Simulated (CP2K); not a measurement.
Two runs for the F K edge of fluorobenzene. Run A: CP2K XAS_TDP, all-electron GAPW, PBEh(45%), aug-cc-pVDZ, TDA, no relativity. Run B differs in one setting.

First lines with a strength over 0.0015. A:

```tsv
atom	energy (eV)	states	strength, one atom
F1 (bonded to C)	683.39	1	0.0071
	683.59	1	0.0296
	684.62	1	0.0040
	685.52	1	0.0034
	686.12	1	0.0029
```

B:

```tsv
atom	energy (eV)	states	strength, one atom
F1 (bonded to C)	689.61	1	0.0070
	689.81	1	0.0294
	690.84	1	0.0040
	691.74	1	0.0033
	692.33	1	0.0029
```

Which was it: the basis, scalar relativity switched on, the functional, GW2X switched on?

GW2X switched on. GW2X shifts an atom's lines together and keeps their spacings. Against PBEh(45%) in aug-cc-pVDZ, the leading line moves by +6.22 eV, to 689.81 eV.

[Banner, clock and machine lines of the logs are left out without a mark of their own.]

[Logs are printed without paths, hosts, clocks, repeated set-up lines and the standing remarks that a program may print on its own settings, such as how far it seeks lower states.]

[Hosts, paths, dates, database ids (printed as entryN), source tags and the programs' standing remarks are cut or masked in the printed files.]
